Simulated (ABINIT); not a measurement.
# CdPbS3 (Pm-3m): zone-centre phonons, part 3 of 4

Aim: the zone-centre modes of CdPbS3 (Pm-3m).

ABINIT 10.8.3; DFT PBE, scalar-relativistic, plane waves, SG15 norm-conserving pseudopotentials.

So far. Step 4 (Relaxing the cell and atoms): The volume changes by +0.1 % in this run and stands +4.8 % from the first cell. Step 6 (Linear response at Γ): The acoustic modes at Γ come out as far as 7.8 cm⁻¹ from zero, where they should vanish, a small numerical error. The lowest optical mode is imaginary, 144i cm⁻¹, an instability at this level and on this k mesh. The relaxed cell has a = 5.206 Å (conventional setting).

The structure was built from a prototype and need not be the compound's stable phase.

### Step 7. Modes with the sum rule

anaddb reads the merged derivatives and imposes the acoustic sum rule.

File anaddb.abi:

```
ddb_filepath "gamma_DDB"
output_file "anaddb.abo"
outdata_prefix "anaddb"
asr 1
chneut 1
enunit 2
eivec 1
nph1l 1
qph1l 0.0 0.0 0.0 1.0
```

File mrgddb.in:

```
gamma_DDB
merged
2
dfpt_gammao_DDB
gso_DDB
```

On the command line:

```
mrgddb < mrgddb.in > mrgddb.log
OMP_NUM_THREADS=1 anaddb anaddb.abi > anaddb.log
```

anaddb.abo, the main output file:

```text
-outvars_anaddb: echo values of input variables ----------------------

 Miscellaneous information :
      enunit         2
       eivec         1
         asr         1
 First list of wavevector (reduced coord.) :
       nph1l         1
       qph1l
                     0.00000000E+00  0.00000000E+00  0.00000000E+00    1.000E+00

================================================================================

 read the DDB information and perform some checks

  ==== Info on the Cryst% object ====
 Real(R)+Recip(G) space primitive vectors, cartesian coordinates (Bohr,Bohr^-1):
 R(1)=  9.8375675  0.0000000  0.0000000  G(1)=  0.1016511  0.0000000  0.0000000
 R(2)=  0.0000000  9.8375675  0.0000000  G(2)=  0.0000000  0.1016511  0.0000000
 R(3)=  0.0000000  0.0000000  9.8375675  G(3)=  0.0000000  0.0000000  0.1016511
 Unit cell volume ucvol=  9.5205748E+02 bohr^3
 Angles (23,13,12)=  9.00000000E+01  9.00000000E+01  9.00000000E+01 degrees
 Time-reversal symmetry is present
 Reduced atomic positions [iatom, xred, symbol]:
    1)    0.0000000  0.0000000  0.0000000  Cd
    2)    0.5000000  0.5000000  0.5000000  Pb
    3)    0.5000000  0.5000000  0.0000000   S
    4)    0.5000000  0.0000000  0.5000000   S
    5)    0.0000000  0.5000000  0.5000000   S

 DDB file with 3 blocks has been read.

================================================================================

 Treat the first list of vectors

  Phonon wavevector (reduced coordinates) :  0.00000  0.00000  0.00000
 Phonon energies in Hartree :
  -6.590906E-04 -6.590906E-04 -6.590906E-04 -5.178218E-04 -5.178218E-04
  -5.178218E-04 -9.887678E-05 -9.887678E-05 -9.887678E-05  4.232906E-08
   4.238302E-08  4.254450E-08  1.395847E-03  1.395847E-03  1.395847E-03
 Phonon energies in meV     :
- -1.793477E+01 -1.793477E+01 -1.793477E+01 -1.409065E+01 -1.409065E+01
- -1.409065E+01 -2.690574E+00 -2.690574E+00 -2.690574E+00  1.151832E-03
-  1.153301E-03  1.157695E-03  3.798294E+01  3.798294E+01  3.798294E+01
 Phonon frequencies in cm-1    :
- -1.446537E+02 -1.446537E+02 -1.446537E+02 -1.136487E+02 -1.136487E+02
- -1.136487E+02 -2.170095E+01 -2.170095E+01 -2.170095E+01  9.290154E-03
-  9.301997E-03  9.337439E-03  3.063530E+02  3.063530E+02  3.063530E+02
 Phonon frequencies in Thz     :
- -4.336608E+00 -4.336608E+00 -4.336608E+00 -3.407104E+00 -3.407104E+00
- -3.407104E+00 -6.505780E-01 -6.505780E-01 -6.505780E-01  2.785118E-04
-  2.788669E-04  2.799294E-04  9.184233E+00  9.184233E+00  9.184233E+00
 Phonon energies in Kelvin  :
- -2.081244E+02 -2.081244E+02 -2.081244E+02 -1.635152E+02 -1.635152E+02
- -1.635152E+02 -3.122282E+01 -3.122282E+01 -3.122282E+01  1.336646E-02
-  1.338350E-02  1.343449E-02  4.407737E+02  4.407737E+02  4.407737E+02

 Eigendisplacements
 (will be given, for each mode : in cartesian coordinates
   for each atom the real part of the displacement vector,
   then the imaginary part of the displacement vector - absolute values smaller than 1.0d-7 are set to zero)
  Mode number    1   Energy   -6.590906E-04
 Attention : low frequency mode.
   (Could be unstable or acoustic mode)
-  1  0.00000000E+00  0.00000000E+00  0.00000000E+00
-     0.00000000E+00  0.00000000E+00  0.00000000E+00
-  2  0.00000000E+00  0.00000000E+00  0.00000000E+00
-     0.00000000E+00  0.00000000E+00  0.00000000E+00
-  3  0.00000000E+00  0.00000000E+00  0.00000000E+00
-     0.00000000E+00  0.00000000E+00  0.00000000E+00
-  4  0.00000000E+00  0.00000000E+00  2.92470830E-03
-     0.00000000E+00  0.00000000E+00  0.00000000E+00
-  5  0.00000000E+00  0.00000000E+00 -2.92470830E-03
-     0.00000000E+00  0.00000000E+00  0.00000000E+00
  Mode number    2   Energy   -6.590906E-04
 Attention : low frequency mode.
   (Could be unstable or acoustic mode)
-  1  0.00000000E+00  0.00000000E+00  0.00000000E+00
-     0.00000000E+00  0.00000000E+00  0.00000000E+00
-  2  0.00000000E+00  0.00000000E+00  0.00000000E+00
-     0.00000000E+00  0.00000000E+00  0.00000000E+00
-  3  0.00000000E+00  2.92470830E-03  0.00000000E+00
-     0.00000000E+00  0.00000000E+00  0.00000000E+00
-  4  0.00000000E+00  0.00000000E+00  0.00000000E+00
-     0.00000000E+00  0.00000000E+00  0.00000000E+00
-  5  0.00000000E+00 -2.92470830E-03  0.00000000E+00
-     0.00000000E+00  0.00000000E+00  0.00000000E+00
  Mode number    3   Energy   -6.590906E-04
 Attention : low frequency mode.
   (Could be unstable or acoustic mode)
-  1  0.00000000E+00  0.00000000E+00  0.00000000E+00
-     0.00000000E+00  0.00000000E+00  0.00000000E+00
-  2  0.00000000E+00  0.00000000E+00  0.00000000E+00
-     0.00000000E+00  0.00000000E+00  0.00000000E+00
-  3  2.92470830E-03  0.00000000E+00  0.00000000E+00
-     0.00000000E+00  0.00000000E+00  0.00000000E+00
-  4 -2.92470830E-03  0.00000000E+00  0.00000000E+00
-     0.00000000E+00  0.00000000E+00  0.00000000E+00
-  5  0.00000000E+00  0.00000000E+00  0.00000000E+00
-     0.00000000E+00  0.00000000E+00  0.00000000E+00
  Mode number    4   Energy   -5.178218E-04
 Attention : low frequency mode.
   (Could be unstable or acoustic mode)
-  1  0.00000000E+00  0.00000000E+00 -1.23291780E-03
-     0.00000000E+00  0.00000000E+00  0.00000000E+00
-  2  0.00000000E+00  0.00000000E+00 -1.25284158E-04
-     0.00000000E+00  0.00000000E+00  0.00000000E+00
-  3  0.00000000E+00  0.00000000E+00  3.19918770E-04
-     0.00000000E+00  0.00000000E+00  0.00000000E+00
-  4  0.00000000E+00  0.00000000E+00  2.40574636E-03
-     0.00000000E+00  0.00000000E+00  0.00000000E+00
-  5  0.00000000E+00  0.00000000E+00  2.40574636E-03
-     0.00000000E+00  0.00000000E+00  0.00000000E+00
  Mode number    5   Energy   -5.178218E-04
 Attention : low frequency mode.
   (Could be unstable or acoustic mode)
-  1  0.00000000E+00  1.23291780E-03  0.00000000E+00
-     0.00000000E+00  0.00000000E+00  0.00000000E+00
-  2  0.00000000E+00  1.25284158E-04  0.00000000E+00
-     0.00000000E+00  0.00000000E+00  0.00000000E+00
-  3  0.00000000E+00 -2.40574636E-03  0.00000000E+00
-     0.00000000E+00  0.00000000E+00  0.00000000E+00
-  4  0.00000000E+00 -3.19918770E-04  0.00000000E+00
-     0.00000000E+00  0.00000000E+00  0.00000000E+00
-  5  0.00000000E+00 -2.40574636E-03  0.00000000E+00
-     0.00000000E+00  0.00000000E+00  0.00000000E+00
  Mode number    6   Energy   -5.178218E-04
 Attention : low frequency mode.
   (Could be unstable or acoustic mode)
-  1  1.23291780E-03  0.00000000E+00  0.00000000E+00
-     0.00000000E+00  0.00000000E+00  0.00000000E+00
-  2  1.25284158E-04  0.00000000E+00  0.00000000E+00
-     0.00000000E+00  0.00000000E+00  0.00000000E+00
-  3 -2.40574636E-03  0.00000000E+00  0.00000000E+00
-     0.00000000E+00  0.00000000E+00  0.00000000E+00
-  4 -2.40574636E-03  0.00000000E+00  0.00000000E+00
-     0.00000000E+00  0.00000000E+00  0.00000000E+00
-  5 -3.19918770E-04  0.00000000E+00  0.00000000E+00
-     0.00000000E+00  0.00000000E+00  0.00000000E+00
  Mode number    7   Energy   -9.887678E-05
 Attention : low frequency mode.
   (Could be unstable or acoustic mode)
-  1  0.00000000E+00  0.00000000E+00  1.42803233E-03
-     0.00000000E+00  0.00000000E+00  0.00000000E+00
-  2  0.00000000E+00  0.00000000E+00 -1.03587996E-03
-     0.00000000E+00  0.00000000E+00  0.00000000E+00
-  3  0.00000000E+00  0.00000000E+00 -6.18119826E-04
-     0.00000000E+00  0.00000000E+00  0.00000000E+00
-  4  0.00000000E+00  0.00000000E+00  1.14960215E-03
-     0.00000000E+00  0.00000000E+00  0.00000000E+00
-  5  0.00000000E+00  0.00000000E+00  1.14960215E-03
-     0.00000000E+00  0.00000000E+00  0.00000000E+00
  Mode number    8   Energy   -9.887678E-05
 Attention : low frequency mode.
   (Could be unstable or acoustic mode)
-  1  0.00000000E+00  1.42803233E-03  0.00000000E+00
-     0.00000000E+00  0.00000000E+00  0.00000000E+00
-  2  0.00000000E+00 -1.03587996E-03  0.00000000E+00
-     0.00000000E+00  0.00000000E+00  0.00000000E+00
-  3  0.00000000E+00  1.14960215E-03  0.00000000E+00
-     0.00000000E+00  0.00000000E+00  0.00000000E+00
-  4  0.00000000E+00 -6.18119826E-04  0.00000000E+00
-     0.00000000E+00  0.00000000E+00  0.00000000E+00
-  5  0.00000000E+00  1.14960215E-03  0.00000000E+00
-     0.00000000E+00  0.00000000E+00  0.00000000E+00
  Mode number    9   Energy   -9.887678E-05
 Attention : low frequency mode.
   (Could be unstable or acoustic mode)
-  1  1.42803233E-03  0.00000000E+00  0.00000000E+00
-     0.00000000E+00  0.00000000E+00  0.00000000E+00
-  2 -1.03587996E-03  0.00000000E+00  0.00000000E+00
-     0.00000000E+00  0.00000000E+00  0.00000000E+00
-  3  1.14960215E-03  0.00000000E+00  0.00000000E+00
-     0.00000000E+00  0.00000000E+00  0.00000000E+00
-  4  1.14960215E-03  0.00000000E+00  0.00000000E+00
-     0.00000000E+00  0.00000000E+00  0.00000000E+00
-  5 -6.18119826E-04  0.00000000E+00  0.00000000E+00
-     0.00000000E+00  0.00000000E+00  0.00000000E+00
  Mode number   10   Energy    4.232906E-08
 Attention : low frequency mode.
   (Could be unstable or acoustic mode)
-  1  0.00000000E+00  0.00000000E+00 -1.14919341E-03
-     0.00000000E+00  0.00000000E+00  0.00000000E+00
-  2  0.00000000E+00  0.00000000E+00 -1.14816795E-03
-     0.00000000E+00  0.00000000E+00  0.00000000E+00
-  3  0.00000000E+00  0.00000000E+00 -1.14837605E-03
-     0.00000000E+00  0.00000000E+00  0.00000000E+00
-  4  0.00000000E+00  0.00000000E+00 -1.14913898E-03
-     0.00000000E+00  0.00000000E+00  0.00000000E+00
-  5  0.00000000E+00  0.00000000E+00 -1.14913898E-03
-     0.00000000E+00  0.00000000E+00  0.00000000E+00
  Mode number   11   Energy    4.238302E-08
 Attention : low frequency mode.
   (Could be unstable or acoustic mode)
-  1  0.00000000E+00 -1.14919341E-03  0.00000000E+00
-     0.00000000E+00  0.00000000E+00  0.00000000E+00
-  2  0.00000000E+00 -1.14816795E-03  0.00000000E+00
-     0.00000000E+00  0.00000000E+00  0.00000000E+00
-  3  0.00000000E+00 -1.14913898E-03  0.00000000E+00
-     0.00000000E+00  0.00000000E+00  0.00000000E+00
-  4  0.00000000E+00 -1.14837605E-03  0.00000000E+00
-     0.00000000E+00  0.00000000E+00  0.00000000E+00
-  5  0.00000000E+00 -1.14913898E-03  0.00000000E+00
-     0.00000000E+00  0.00000000E+00  0.00000000E+00
  Mode number   12   Energy    4.254450E-08
 Attention : low frequency mode.
   (Could be unstable or acoustic mode)
-  1  1.14919341E-03  0.00000000E+00  0.00000000E+00
-     0.00000000E+00  0.00000000E+00  0.00000000E+00
-  2  1.14816795E-03  0.00000000E+00  0.00000000E+00
-     0.00000000E+00  0.00000000E+00  0.00000000E+00
-  3  1.14913898E-03  0.00000000E+00  0.00000000E+00
-     0.00000000E+00  0.00000000E+00  0.00000000E+00
-  4  1.14913898E-03  0.00000000E+00  0.00000000E+00
-     0.00000000E+00  0.00000000E+00  0.00000000E+00
-  5  1.14837605E-03  0.00000000E+00  0.00000000E+00
-     0.00000000E+00  0.00000000E+00  0.00000000E+00
  Mode number   13   Energy    1.395847E-03
-  1  0.00000000E+00  0.00000000E+00  1.08835101E-05
-     0.00000000E+00  0.00000000E+00  0.00000000E+00
-  2  0.00000000E+00  0.00000000E+00  4.90462422E-04
-     0.00000000E+00  0.00000000E+00  0.00000000E+00
-  3  0.00000000E+00  0.00000000E+00 -3.91211574E-03
-     0.00000000E+00  0.00000000E+00  0.00000000E+00
-  4  0.00000000E+00  0.00000000E+00  3.52416776E-04
-     0.00000000E+00  0.00000000E+00  0.00000000E+00
-  5  0.00000000E+00  0.00000000E+00  3.52416776E-04
-     0.00000000E+00  0.00000000E+00  0.00000000E+00
  Mode number   14   Energy    1.395847E-03
-  1  0.00000000E+00  1.08835101E-05  0.00000000E+00
-     0.00000000E+00  0.00000000E+00  0.00000000E+00
-  2  0.00000000E+00  4.90462422E-04  0.00000000E+00
-     0.00000000E+00  0.00000000E+00  0.00000000E+00
-  3  0.00000000E+00  3.52416776E-04  0.00000000E+00
-     0.00000000E+00  0.00000000E+00  0.00000000E+00
-  4  0.00000000E+00 -3.91211574E-03  0.00000000E+00
-     0.00000000E+00  0.00000000E+00  0.00000000E+00
-  5  0.00000000E+00  3.52416776E-04  0.00000000E+00
-     0.00000000E+00  0.00000000E+00  0.00000000E+00
  Mode number   15   Energy    1.395847E-03
-  1  1.08835101E-05  0.00000000E+00  0.00000000E+00
-     0.00000000E+00  0.00000000E+00  0.00000000E+00
-  2  4.90462422E-04  0.00000000E+00  0.00000000E+00
-     0.00000000E+00  0.00000000E+00  0.00000000E+00
-  3  3.52416776E-04  0.00000000E+00  0.00000000E+00
-     0.00000000E+00  0.00000000E+00  0.00000000E+00
-  4  3.52416776E-04  0.00000000E+00  0.00000000E+00
-     0.00000000E+00  0.00000000E+00  0.00000000E+00
-  5 -3.91211574E-03  0.00000000E+00  0.00000000E+00
-     0.00000000E+00  0.00000000E+00  0.00000000E+00

 Analysis of degeneracies and characters (maximum tolerance=1.00E-06 a.u.)
 For each vibration mode, or group of modes if degenerate,
 the characters are given for each symmetry operation (see the list in the log file).
 Symmetry characters of vibration mode #   1
       degenerate with vibration modes #   2 to    3
  3.0 -3.0 -1.0  1.0 -1.0  1.0 -1.0  1.0 -1.0  1.0  1.0 -1.0 -1.0  1.0  1.0 -1.0
 -0.0  0.0 -0.0  0.0  0.0 -0.0  0.0 -0.0 -1.0  1.0  1.0 -1.0  1.0 -1.0 -1.0  1.0
 -0.0  0.0  0.0 -0.0  0.0 -0.0 -0.0  0.0 -1.0  1.0 -1.0  1.0  1.0 -1.0  1.0 -1.0
 Symmetry characters of vibration mode #   4
       degenerate with vibration modes #   5 to    6
  3.0 -3.0 -1.0  1.0 -1.0  1.0 -1.0  1.0  1.0 -1.0 -1.0  1.0  1.0 -1.0 -1.0  1.0
 -0.0  0.0 -0.0  0.0  0.0 -0.0  0.0 -0.0  1.0 -1.0 -1.0  1.0 -1.0  1.0  1.0 -1.0
 -0.0  0.0  0.0 -0.0  0.0 -0.0 -0.0  0.0  1.0 -1.0  1.0 -1.0 -1.0  1.0 -1.0  1.0
 Symmetry characters of vibration mode #   7
       degenerate with vibration modes #   8 to    9
  3.0 -3.0 -1.0  1.0 -1.0  1.0 -1.0  1.0  1.0 -1.0 -1.0  1.0  1.0 -1.0 -1.0  1.0
  0.0 -0.0 -0.0  0.0  0.0 -0.0  0.0 -0.0  1.0 -1.0 -1.0  1.0 -1.0  1.0  1.0 -1.0
  0.0 -0.0  0.0 -0.0  0.0 -0.0 -0.0  0.0  1.0 -1.0  1.0 -1.0 -1.0  1.0 -1.0  1.0
 Symmetry characters of vibration mode #  10
       degenerate with vibration modes #  11 to   12
  3.0 -3.0 -1.0  1.0 -1.0  1.0 -1.0  1.0  1.0 -1.0 -1.0  1.0  1.0 -1.0 -1.0  1.0
  0.0 -0.0  0.0 -0.0 -0.0  0.0 -0.0  0.0  1.0 -1.0 -1.0  1.0 -1.0  1.0  1.0 -1.0
  0.0 -0.0 -0.0  0.0 -0.0  0.0  0.0 -0.0  1.0 -1.0  1.0 -1.0 -1.0  1.0 -1.0  1.0
 Symmetry characters of vibration mode #  13
       degenerate with vibration modes #  14 to   15
  3.0 -3.0 -1.0  1.0 -1.0  1.0 -1.0  1.0  1.0 -1.0 -1.0  1.0  1.0 -1.0 -1.0  1.0
 -0.0  0.0 -0.0  0.0  0.0 -0.0  0.0 -0.0  1.0 -1.0 -1.0  1.0 -1.0  1.0  1.0 -1.0
 -0.0  0.0  0.0 -0.0  0.0 -0.0 -0.0  0.0  1.0 -1.0  1.0 -1.0 -1.0  1.0 -1.0  1.0
-
```

The job ended after 0.5 s (1 thread of Arm Neoverse V1, shared host).

Read from the output:

| Property | Result |
| --- | --- |
| highest optical zone-centre mode (no LO-TO term) | 306.4 cm⁻¹ |
| lowest optical zone-centre mode | -144.7 cm⁻¹ |

No LO-TO term; unit eigenvectors of the mass-weighted matrix, from anaddb's displacements. Modes at Γ, with each element's share of the kinetic energy (negative means imaginary):

| mode | frequency (cm⁻¹) | symmetry | Cd % | Pb % | S % |
| --- | --- | --- | --- | --- | --- |
| 1 | -144.7 | T2u | 0 | 0 | 100 |
| 2 | -144.7 | T2u | 0 | 0 | 100 |
| 3 | -144.7 | T2u | 0 | 0 | 100 |
| 4 | -113.6 | T1u | 31 | 1 | 68 |
| 5 | -113.6 | T1u | 31 | 1 | 68 |
| 6 | -113.6 | T1u | 31 | 1 | 68 |
| 7 | -21.7 | T1u | 42 | 41 | 18 |
| 8 | -21.7 | T1u | 42 | 41 | 18 |
| 9 | -21.7 | T1u | 42 | 41 | 18 |
| 10 | 0.0 | acoustic | 27 | 50 | 23 |
| 11 | 0.0 | acoustic | 27 | 50 | 23 |
| 12 | 0.0 | acoustic | 27 | 50 | 23 |
| 13 | 306.4 | T1u | 0 | 9 | 91 |
| 14 | 306.4 | T1u | 0 | 9 | 91 |
| 15 | 306.4 | T1u | 0 | 9 | 91 |

Displacements in mode 1 (-144.7 cm⁻¹), the largest set to 1:
```
Cd1  0.00  0.00  0.00
Pb2  0.00  0.00  0.00
S3   0.00  0.00  0.00
S4   0.00  0.00  1.00
S5   0.00  0.00 -1.00
```

Displacements in mode 4 (-113.6 cm⁻¹), the largest set to 1:
```
Cd1  0.00  0.00 -0.51
Pb2  0.00  0.00 -0.05
S3   0.00  0.00  0.13
S4   0.00  0.00  1.00
S5   0.00  0.00  1.00
```

The rule also moves an optical mode by 1.1 cm⁻¹.

[end of part 3 of 4]

[Host names and launcher messages were left out of these logs when they were recorded.]

[Logs are printed without paths, hosts, clocks, repeated set-up lines and the standing remarks that a program may print on its own settings, such as how far it seeks lower states.]

[Hosts, paths, dates, database ids (printed as entryN), source tags and the programs' standing remarks are cut or masked in the printed files.]
